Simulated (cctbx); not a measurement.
## Interatomic vectors of Yb5VAg2

Space group I4/mcm (no. 140), a = 8.0840 Å, b = 8.0840 Å, c = 12.7160 Å, α = 90.00°, β = 90.00°, γ = 90.00°, content Yb20 Ag8 V4.

Simulated single-crystal data (cctbx): synchrotron X-rays, λ = 0.6889 Å, to d = 0.6 Å, 80 % of the full sphere, strongest reflection 70000 counts, noise from counting, a 4 % proportional error and a noise floor of 4 counts (s.d.); no absorption.

Patterson synthesis, origin scaled to 1000:

```text
Patterson group I 4/m m m
      u       v       w   height  length (A)
  0.000   0.000   0.000   1000.0     0.00
  0.000   0.000   0.279    390.5     3.55
  0.000   0.309   0.500    381.2     6.83
  0.000   0.000   0.359    252.0     4.56
  0.000   0.312   0.219    177.8     3.76
  0.190   0.190   0.500    176.8     6.72
  0.157   0.343   0.139    172.0     3.52
  0.000   0.290   0.141    154.4     2.95
  0.000   0.000   0.500    152.6     6.36
  0.210   0.210   0.141     92.3     2.99
  0.188   0.188   0.220     84.8     3.52
  0.134   0.369   0.000     80.0     3.18
  0.000   0.000   0.066     16.1     0.83
  0.000   0.074   0.046     14.1     0.83
```

**Question.** Which atom pairs make the peaks, and where is the heaviest atom?

A peak at u stands for all pairs with xi − xj = u, with weight Σ ZiZj against Σ Z² = 117788 at the origin. Peak heights follow these weights only roughly, since form factors, motion and series ripples differ, all vectors within 0.55 Å of a peak are counted as merged into it though the farther ones add only part of their weight, and F(000) is left out, which lowers the whole map:

| u | v | w | shortest length (Å) | height | 1000 ΣZiZj/ΣZ² | pairs in the cell |
| --- | --- | --- | --- | --- | --- | --- |
| 0.000 | 0.000 | 0.279 | 3.55 | 390 | 442 | 8 × Yb–Yb, 8 × Yb–V |
| 0.000 | 0.309 | 0.500 | 4.33 | 381 | 408 | 8 × Yb–Yb, 4 × Ag–Ag |
| 0.000 | 0.000 | 0.359 | 4.57 | 252 | 447 | 16 × Yb–Ag |
| 0.000 | 0.312 | 0.219 | 3.76 | 178 | 166 | 4 × Yb–Yb |
| 0.190 | 0.190 | 0.500 | 3.54 | 177 | 204 | 4 × Yb–Yb, 2 × Ag–Ag |
| 0.157 | 0.343 | 0.139 | 3.52 | 172 | 221 | 4 × Yb–Yb, 4 × Yb–V |
| 0.000 | 0.290 | 0.141 | 2.95 | 154 | 223 | 8 × Yb–Ag |
| 0.000 | 0.000 | 0.500 | 5.72 | 153 | 184 | 4 × Yb–Yb, 4 × V–V |
| 0.210 | 0.210 | 0.141 | 3.00 | 92 | 112 | 4 × Yb–Ag |
| 0.188 | 0.188 | 0.220 | 3.53 | 85 | 83 | 2 × Yb–Yb |

The table stops at ten peaks or at a height of 45, below which ripples compete. In the model behind the data Yb, the heaviest element, has 2 independent sites: (0.3442, 0.1558, 0.1404) and (0, 0, 0), up to an allowed shift of origin; the Yb–Yb vectors are differences of these positions and their symmetry mates. The whole model:

```
atom  mult.       x       y       z  Ueq (Å²)
 Yb1     16  0.3442  0.1558  0.1404    0.0079
 Yb2      4       0       0       0    0.0121
 Ag1      8  0.1344  0.3656       0    0.0107
  V1      4     1/2     1/2     1/4    0.0256
```

The model was made for the exercise: a known structure type with other elements put in, its volume estimated, not relaxed; displacement parameters are assumed.

[Logs are printed without paths, hosts, clocks, repeated set-up lines and the standing remarks that a program may print on its own settings, such as how far it seeks lower states.]
